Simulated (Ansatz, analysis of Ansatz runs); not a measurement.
# Migration barrier of interstitial H in fcc Cu, hop from an octahedral to the next tetrahedral site (PBE), part 2 of 2

How near does this set-up come to the measured migration barrier? Subject: interstitial H in fcc Cu, hop from an octahedral to the next tetrahedral site. Set-up: PBE, 32-site cell, PBE lattice, 420 eV, k: 4x4x4 Gamma-centred. The model is a cell of 32 host atoms with 1 H put in. The barrier is the energy of the highest image of a climbing band over the relaxed site that the atom leaves. A local or semilocal functional is the cheapest first rung.

Ansatz 0.2.0; PBE, 32-site cell, PBE lattice, 420 eV, k: 4x4x4 Gamma-centred.

So far: The structure; Relaxation, charge 0.

## (3) Nudged elastic band

A band of images joins the two ends; its highest image climbs to the saddle, whose energy over the site left is the barrier.

This step: plane-wave PAW DFT, PBE; nudged elastic band between two relaxed defect structures at fixed charge.

File neb/input.yaml:

```yaml
crystal:
  lattice:
    - [7.26165902, 0.0, 0.0]
    - [0.0, 7.26165902, 0.0]
    - [0.0, 0.0, 7.26165902]
  atoms:
    - { symbol: Cu, position: [0.000257625, 0.0, 0.0] }
    - { symbol: Cu, position: [0.001143273, 0.248856727, 0.248856727] }
    - { symbol: Cu, position: [0.25, 0.0, 0.249742375] }
    - { symbol: Cu, position: [0.25, 0.249742375, 0.0] }
    - { symbol: Cu, position: [0.00088907, 0.0, 0.5] }
    - { symbol: Cu, position: [0.001143273, 0.248856727, 0.751143273] }
    - { symbol: Cu, position: [0.25, 0.0, 0.750257625] }
    - { symbol: Cu, position: [0.25, 0.24911093, 0.5] }
    - { symbol: Cu, position: [0.00088907, 0.5, 0.0] }
    - { symbol: Cu, position: [0.001143273, 0.751143273, 0.248856727] }
    - { symbol: Cu, position: [0.25, 0.5, 0.24911093] }
    - { symbol: Cu, position: [0.25, 0.750257625, 0.0] }
    - { symbol: Cu, position: [0.005214655, 0.5, 0.5] }
    - { symbol: Cu, position: [0.001143273, 0.751143273, 0.751143273] }
    - { symbol: Cu, position: [0.25, 0.5, 0.75088907] }
    - { symbol: Cu, position: [0.25, 0.75088907, 0.5] }
    - { symbol: Cu, position: [0.499742375, 0.0, 0.0] }
    - { symbol: Cu, position: [0.498856727, 0.248856727, 0.248856727] }
    - { symbol: Cu, position: [0.75, 0.0, 0.24911093] }
    - { symbol: Cu, position: [0.75, 0.24911093, 0.0] }
    - { symbol: Cu, position: [0.49911093, 0.0, 0.5] }
    - { symbol: Cu, position: [0.498856727, 0.248856727, 0.751143273] }
    - { symbol: Cu, position: [0.75, 0.0, 0.75088907] }
    - { symbol: Cu, position: [0.75, 0.244785345, 0.5] }
    - { symbol: Cu, position: [0.49911093, 0.5, 0.0] }
    - { symbol: Cu, position: [0.498856727, 0.751143273, 0.248856727] }
    - { symbol: Cu, position: [0.75, 0.5, 0.244785345] }
    - { symbol: Cu, position: [0.75, 0.75088907, 0.0] }
    - { symbol: Cu, position: [0.494785345, 0.5, 0.5] }
    - { symbol: Cu, position: [0.498856727, 0.751143273, 0.751143273] }
    - { symbol: Cu, position: [0.75, 0.5, 0.755214655] }
    - { symbol: Cu, position: [0.75, 0.755214655, 0.5] }
    - { symbol: H, position: [0.75, 0.5, 0.5] }
basis:
  ecutwfc: 420
  xc_grid: 2
hamiltonian:
  xc: pbe
kpoints:
  mp_grid: { grid: [4, 4, 4] }
scf:
  occupations: { method: methfessel_paxton, width: 0.1 }
  max_iter: 120
output:
  forces: true
neb:
  images: 3
  f_tol: 0.04
  climbing: true
  initial_path: idpp
  max_iterations: 45
  order_check: false
  final_atoms:
    - { symbol: Cu, position: [-6.352e-06, -0.000715451, -0.000715451] }
    - { symbol: Cu, position: [0.006860998, 0.243318968, 0.243318968] }
[... 10 atom lines left out ...]
    - { symbol: Cu, position: [0.006860998, 0.507566229, 0.507566229] }
[... 4 atom lines left out ...]
    - { symbol: Cu, position: [0.498039894, 0.249726453, 0.249726453] }
[... 3 atom lines left out ...]
    - { symbol: Cu, position: [0.498579317, 0.250186318, 0.751600649] }
[... 1 atom line left out ...]
    - { symbol: Cu, position: [0.742613737, 0.243318968, 0.507566229] }
[... 1 atom line left out ...]
    - { symbol: Cu, position: [0.498579317, 0.751600649, 0.250186318] }
    - { symbol: Cu, position: [0.742613737, 0.507566229, 0.243318968] }
[... 1 atom line left out ...]
    - { symbol: Cu, position: [0.498039894, 0.501158745, 0.501158745] }
    - { symbol: Cu, position: [0.499670728, 0.750509239, 0.750509239] }
    - { symbol: Cu, position: [0.749021221, 0.501158745, 0.752140072] }
    - { symbol: Cu, position: [0.749021221, 0.752140072, 0.501158745] }
    - { symbol: H, position: [0.874737367, 0.375442599, 0.375442599] }
```

On the command line:

```bash
$ ansatz run input.yaml --threads 4 --pin off --max-ram 14131MiB --backend cpu --events-out ev --progress --plain --runs-dir out
```

Numbers of over 12 decimals in the logs are rounded to 6 here.

Log:

```text
[...]
Warning: neb: disabling space-group detection — the band's intermediate images generally break the endpoint symmetry, so no spatial operation reduces the k-mesh or symmetrises the density, except that a semilocal band can use its path's symmetry ahead of [...]
[...]
NEB image 0
Crystal: 33 atoms, lattice volume = 382.920 Å³
Basis set: ecut = 420 eV, 7497 PW (Γ), exchange–correlation on 100×100×100 points (8 copies of the dense FFT grid, shifted against one another)
Bands: 366, of which v1, the nominal top of the filled ones, is band 305 counted from 1 (304 counted from 0)
Symmetry: 1 space group operations
k-points: 36 of 64 (time reversal used)
[...]
SCF iter   1: F=—  HF=-212020.994282 eV  |F-HF|=—  |Δ(HF+E_count)|=         —  Δρ=2.09e-3  dr2=1.03e-2  ethr=1.77e-3  ⟨swp⟩=4.8  Hψ=41661  notcnv=0  defer=652
[...]
SCF iter   8: F=-212020.994496 eV  HF=-212020.994497 eV  |F-HF|=4.44e-8  |Δ(HF+E_count)|=   3.39e-8  S|Δr|=    0.00e0  Δρ=2.37e-6  dr2=5.63e-8  ethr=1.64e-11  ⟨swp⟩=4.1  Hψ=40362  notcnv=0
SCF 1 converged in 8 iterations: F = -212020.994496 eV  dr2 = 5.63e-8
[...]
NSCF: frozen V_eff on 36 k-points
NEB image 4
SCF iter   1: F=—  HF=-212020.827857 eV  |F-HF|=—  |Δ(HF+E_count)|=         —  Δρ=2.57e-3  dr2=2.11e-2  ethr=1.77e-3  ⟨swp⟩=4.8  Hψ=41677  notcnv=0  defer=670
[...]
SCF iter   8: F=-212020.825924 eV  HF=-212020.825924 eV  |F-HF|=1.36e-8  |Δ(HF+E_count)|=   1.84e-8  S|Δr|=    0.00e0  Δρ=2.25e-6  dr2=1.61e-8  ethr=1.64e-11  ⟨swp⟩=4.3  Hψ=42593  notcnv=0
SCF 2 converged in 8 iterations: F = -212020.825924 eV  dr2 = 1.61e-8
[...]
NEB end point (image 0): max|allowed force component| = 1.485e-2 eV/Å (the criterion of neb.relax_end_points is 1.000e-2)
NEB end point (image 4): max|allowed force component| = 2.527e-3 eV/Å (the criterion of neb.relax_end_points is 1.000e-2)
NEB image 1
SCF iter   1: F=—  HF=-212020.838550 eV  |F-HF|=—  |Δ(HF+E_count)|=         —  Δρ=2.27e-3  dr2=1.29e-2  ethr=1.77e-3  ⟨swp⟩=4.8  Hψ=41487  notcnv=0  defer=709
[...]
SCF iter   8: F=-212020.838113 eV  HF=-212020.838113 eV  |F-HF|=7.03e-8  |Δ(HF+E_count)|=   7.13e-8  S|Δr|=    0.00e0  Δρ=2.99e-6  dr2=8.55e-8  ethr=1.64e-11  ⟨swp⟩=3.1  Hψ=41792  notcnv=0
SCF 3 converged in 8 iterations: F = -212020.838113 eV  dr2 = 8.55e-8
NEB image 2
SCF iter   1: F=—  HF=-212020.576331 eV  |F-HF|=—  |Δ(HF+E_count)|=         —  Δρ=2.42e-3  dr2=1.68e-2  ethr=1.77e-3  ⟨swp⟩=4.9  Hψ=41462  notcnv=0  defer=761
[...]
SCF iter   9: F=-212020.575297 eV  HF=-212020.575297 eV  |F-HF|=1.37e-8  |Δ(HF+E_count)|=   1.12e-8  S|Δr|=    0.00e0  Δρ=1.91e-6  dr2=1.51e-8  ethr=1.64e-11  ⟨swp⟩=3.6  Hψ=38658  notcnv=0
SCF 4 converged in 9 iterations: F = -212020.575297 eV  dr2 = 1.51e-8
NEB image 3
SCF iter   1: F=—  HF=-212020.619370 eV  |F-HF|=—  |Δ(HF+E_count)|=         —  Δρ=2.50e-3  dr2=1.90e-2  ethr=1.77e-3  ⟨swp⟩=4.8  Hψ=41472  notcnv=0  defer=728
[...]
SCF iter   9: F=-212020.617863 eV  HF=-212020.617863 eV  |F-HF|=1.35e-8  |Δ(HF+E_count)|=   7.74e-9  S|Δr|=    0.00e0  Δρ=1.88e-6  dr2=1.63e-8  ethr=1.64e-11  ⟨swp⟩=3.6  Hψ=39096  notcnv=0
SCF 5 converged in 9 iterations: F = -212020.617863 eV  dr2 = 1.63e-8
NEB iter   1: max|band force component| = 7.851e-1 eV/Å  barrier→ = 0.4192 eV  barrier← = 0.2506 eV  Δτ_max = 0.0622 Å  (42 SCF iters)
NEB image 1
[...]
SCF iter   8: F=-212020.864578 eV  HF=-212020.864578 eV  |F-HF|=1.51e-8  |Δ(HF+E_count)|=   7.52e-8  S|Δr|=    0.00e0  Δρ=1.21e-6  dr2=1.50e-8  ethr=1.64e-11  ⟨swp⟩=2.5  Hψ=48816  notcnv=0
SCF 6 converged in 8 iterations: F = -212020.864578 eV  dr2 = 1.50e-8
NEB image 2
[...]
SCF iter   8: F=-212020.649120 eV  HF=-212020.649120 eV  |F-HF|=1.24e-7  |Δ(HF+E_count)|=   1.56e-7  S|Δr|=    0.00e0  Δρ=3.36e-6  dr2=9.82e-8  ethr=1.64e-11  ⟨swp⟩=3.3  Hψ=54692  notcnv=0
SCF 7 converged in 8 iterations: F = -212020.649120 eV  dr2 = 9.82e-8
NEB image 3
[...]
SCF iter   8: F=-212020.677700 eV  HF=-212020.677700 eV  |F-HF|=9.05e-8  |Δ(HF+E_count)|=   1.11e-7  S|Δr|=    0.00e0  Δρ=3.08e-6  dr2=7.13e-8  ethr=1.64e-11  ⟨swp⟩=3.2  Hψ=51567  notcnv=0
SCF 8 converged in 8 iterations: F = -212020.677700 eV  dr2 = 7.13e-8
NEB iter   2: max|band force component| = 5.264e-1 eV/Å  barrier→ = 0.3454 eV  barrier← = 0.1768 eV  Δτ_max = 0.1880 Å  (24 SCF iters)
NEB image 1
[...]
SCF iter   9: F=-212020.874722 eV  HF=-212020.874722 eV  |F-HF|=6.92e-8  |Δ(HF+E_count)|=   9.74e-8  S|Δr|=    0.00e0  Δρ=2.53e-6  dr2=6.50e-8  ethr=1.64e-11  ⟨swp⟩=4.6  Hψ=47023  notcnv=0
SCF 9 converged in 9 iterations: F = -212020.874722 eV  dr2 = 6.50e-8
NEB image 2
[...]
SCF iter  10: F=-212020.659535 eV  HF=-212020.659535 eV  |F-HF|=3.80e-8  |Δ(HF+E_count)|=   1.61e-8  S|Δr|=    0.00e0  Δρ=3.17e-6  dr2=2.71e-8  ethr=1.64e-11  ⟨swp⟩=3.7  Hψ=39826  notcnv=0
SCF 10 converged in 10 iterations: F = -212020.659535 eV  dr2 = 2.71e-8
NEB image 3
[...]
SCF iter   9: F=-212020.713887 eV  HF=-212020.713888 eV  |F-HF|=7.67e-8  |Δ(HF+E_count)|=   9.32e-8  S|Δr|=    0.00e0  Δρ=2.84e-6  dr2=7.11e-8  ethr=1.64e-11  ⟨swp⟩=4.4  Hψ=45583  notcnv=0
SCF 11 converged in 9 iterations: F = -212020.713887 eV  dr2 = 7.11e-8
NEB iter   3: max|band force component| = 8.180e-1 eV/Å  barrier→ = 0.3350 eV  barrier← = 0.1664 eV  Δτ_max = 0.0960 Å  (28 SCF iters)
[...]
NEB iter   4: max|band force component| = 2.523e-1 eV/Å  barrier→ = 0.2947 eV  barrier← = 0.1262 eV  CI = image 2  Δτ_max = 0.1529 Å  (25 SCF iters)
[...]
NEB iter   5: max|band force component| = 6.459e-2 eV/Å  barrier→ = 0.3129 eV  barrier← = 0.1443 eV  CI = image 2  Δτ_max = 0.0116 Å  (25 SCF iters)
NEB image 1
[...]
SCF iter   6: F=-212020.843802 eV  HF=-212020.843802 eV  |F-HF|=8.41e-8  |Δ(HF+E_count)|=   5.26e-8  S|Δr|=    0.00e0  Δρ=3.23e-6  dr2=9.08e-8  ethr=1.64e-11  ⟨swp⟩=3.4  Hψ=51751  notcnv=0
SCF 18 converged in 6 iterations: F = -212020.843802 eV  dr2 = 9.08e-8
NEB image 2
[...]
SCF iter   6: F=-212020.682367 eV  HF=-212020.682367 eV  |F-HF|=2.52e-8  |Δ(HF+E_count)|=   1.98e-8  S|Δr|=    0.00e0  Δρ=2.22e-6  dr2=2.82e-8  ethr=1.64e-11  ⟨swp⟩=3.7  Hψ=39618  notcnv=0
SCF 19 converged in 6 iterations: F = -212020.682367 eV  dr2 = 2.82e-8
NEB image 3
[...]
SCF iter   7: F=-212020.755490 eV  HF=-212020.755490 eV  |F-HF|=1.37e-8  |Δ(HF+E_count)|=   1.91e-8  S|Δr|=    0.00e0  Δρ=1.69e-6  dr2=1.23e-8  ethr=1.64e-11  ⟨swp⟩=4.2  Hψ=39804  notcnv=0
SCF 20 converged in 7 iterations: F = -212020.755490 eV  dr2 = 1.23e-8
NEB image 1
[...]
NEB image 3
[...]
NEB image 2
[...]
NEB iter   6: max|band force component| = 1.877e-2 eV/Å  barrier→ = 0.3121 eV  barrier← = 0.1436 eV  CI = image 2  Δτ_max = 0.0000 Å  (19 SCF iters)
SCF converged after 6 iterations
[...]
Free energy (F): -212020.682367 eV
[...]
Internal energy: -212020.684286 eV  (E = F + TS)
E sigma→0 (E₀):  -212020.682846 eV
Entropy (-TS):   0.001919 eV (0.058 meV/atom)
Fermi energy:    16.545387 eV
[...]
--- Forces (eV/Å), atoms counted from 1 ---
  atom   1  Cu     0.00074789     0.00187469     0.00379488
  atom   2  Cu    -0.01155368     0.01186329     0.00860519
  [... 10 atoms left out ...]
  atom  13  Cu     0.00365714    -0.01319729     0.00786151
  [... 8 atoms left out ...]
  atom  22  Cu    -0.00162660    -0.00143872    -0.00075532
  [... 1 atom left out ...]
  atom  24  Cu     0.01243189     0.00367469     0.00168168
  [... 1 atom left out ...]
  atom  26  Cu    -0.00260600     0.00328092     0.00064147
  atom  27  Cu    -0.00469288    -0.00364092    -0.00994810
  [... 1 atom left out ...]
  atom  29  Cu     0.00222946    -0.00120595    -0.00092171
  atom  30  Cu    -0.00176417     0.00245330    -0.00055786
  atom  31  Cu    -0.00130048     0.00068428     0.00489353
  atom  32  Cu     0.00107177    -0.00464655    -0.00151273
  atom  33  H     -0.00390655     0.00516788    -0.00320123
  max |Σ_I F_I| component: 4.32e-5 eV/Å
--- Band table (eV; the first three rows and the last of 36) ---
[...]
[... further k-points left out ...]
this run last wrote the band of iteration 6 to <dir>
--- NEB band (5 images, 6 band iterations, 163 SCF iterations) ---
  forward barrier  = 0.312130 eV
  backward barrier = 0.143557 eV
  lagrangian_above_aufbau_ev (what the smearing adds, to first order; not taken off the barriers): saddle image -0.000321 eV, end points -0.001166 and +0.000702 eV
  climbing image's point = of an order that was not read
  energies are F+E_penalty+E_count in eV, relative to image 0
  image     s (Å)  Δ vs image 0  max|band force component| (eV/Å)
      0    0.0000      0.000000                                 —
      1    0.4802      0.150695                          1.473e-2
  *   2    0.9604      0.312130                          1.275e-2
      3    1.2844      0.239007                          1.877e-2
      4    1.6083      0.168573                                 —
  climbing-image geometry (image 2):
  cell:  # Å, volume = 382.9196 Å³
    - [7.26165902, 0.0, 0.0]
    - [0.0, 7.26165902, 0.0]
    - [0.0, 0.0, 7.26165902]
  atoms:
    - { symbol: Cu, position: [-0.000695, 0.002270, 0.002037] }
    - { symbol: Cu, position: [-0.002480, 0.252506, 0.252782] }
    - { symbol: Cu, position: [0.247984, 0.002169, 0.250655] }
    - { symbol: Cu, position: [0.247851, 0.250850, 0.002069] }
    - { symbol: Cu, position: [0.000884, -0.001550, 0.500757] }
    - { symbol: Cu, position: [0.000845, 0.249299, 0.750734] }
    - { symbol: Cu, position: [0.249239, 0.000849, 0.751867] }
    - { symbol: Cu, position: [0.251634, 0.249354, 0.500718] }
    - { symbol: Cu, position: [0.000671, 0.500646, -0.001483] }
    - { symbol: Cu, position: [0.000994, 0.751290, 0.248992] }
    - { symbol: Cu, position: [0.251609, 0.500750, 0.249105] }
    - { symbol: Cu, position: [0.249357, 0.751761, 0.000733] }
    - { symbol: Cu, position: [0.014147, 0.508392, 0.507391] }
    - { symbol: Cu, position: [0.000781, 0.752380, 0.752476] }
    - { symbol: Cu, position: [0.251942, 0.500646, 0.752739] }
    - { symbol: Cu, position: [0.252145, 0.752777, 0.500669] }
    - { symbol: Cu, position: [0.498309, 0.000768, 0.000768] }
    - { symbol: Cu, position: [0.498948, 0.249187, 0.249023] }
    - { symbol: Cu, position: [0.749319, -0.001541, 0.249034] }
    - { symbol: Cu, position: [0.749464, 0.249499, -0.001478] }
    - { symbol: Cu, position: [0.497143, -0.002085, 0.500691] }
    - { symbol: Cu, position: [0.497638, 0.249345, 0.752532] }
    - { symbol: Cu, position: [0.749432, -0.001920, 0.752922] }
    - { symbol: Cu, position: [0.741716, 0.235513, 0.507669] }
    - { symbol: Cu, position: [0.497718, 0.500603, -0.001854] }
    - { symbol: Cu, position: [0.497770, 0.752297, 0.249224] }
    - { symbol: Cu, position: [0.742607, 0.507830, 0.236703] }
    - { symbol: Cu, position: [0.749493, 0.752391, -0.001916] }
    - { symbol: Cu, position: [0.497365, 0.500608, 0.500554] }
    - { symbol: Cu, position: [0.499975, 0.750061, 0.750262] }
    - { symbol: Cu, position: [0.749621, 0.500489, 0.752138] }
    - { symbol: Cu, position: [0.749467, 0.752986, 0.500603] }
    - { symbol: H, position: [0.825273, 0.424388, 0.425690] }
```

Wall time 1.5 h (4 threads of Arm Neoverse V1, shared host); peak memory 11 GiB.

The path, image by image:

| image | path (Å) | energy (eV) | H33: x, y, z (Å) |
| --- | --- | --- | --- |
| 0 | 0.000 | 0.0000 | 5.446, 3.631, 3.631 |
| 1 | 0.480 | 0.1507 | 5.720, 3.355, 3.364 |
| 2 | 0.960 | 0.3121 | 5.993, 3.082, 3.091 |
| 3 | 1.284 | 0.2390 | 6.182, 2.894, 2.900 |
| 4 | 1.608 | 0.1686 | 6.352, 2.726, 2.726 |

Read from the output:

| Property | Result |
| --- | --- |
| free energy | -212020.6824 eV |
| smearing term TS | -0.001919 eV |
| barrier forward | 0.3121 eV |
| barrier backward | 0.1436 eV |

## (4) What came out

- migration barrier (saddle less minimum): 0.31 eV
- energy difference of the two ends: 0.17 eV
- length of the hop: 1.57 Å
- time of the whole chain: 1.6 h on 4 threads

In words: Migration barrier: computed 0.31 eV, measured 0.375 eV; 0.06 eV below the measurement. The measured number is an Arrhenius activation energy of long-range diffusion; for H it holds zero-point energy, and trapping at vacancies and dislocations can raise it. One hop between neighbouring sites is computed at the host's lattice. Limits: the periodic copies of the defect are only 7.3 Å apart.

[Logs are printed without paths, hosts, clocks, repeated set-up lines and the standing remarks that a program may print on its own settings, such as how far it seeks lower states.]

[Hosts, paths, dates, database ids (printed as entryN), source tags and the programs' standing remarks are cut or masked in the printed files.]

[For some hosts the program warned that the k-mesh of the response run may be too coarse for force constants and the static dielectric constant; such warnings are not shown here.]
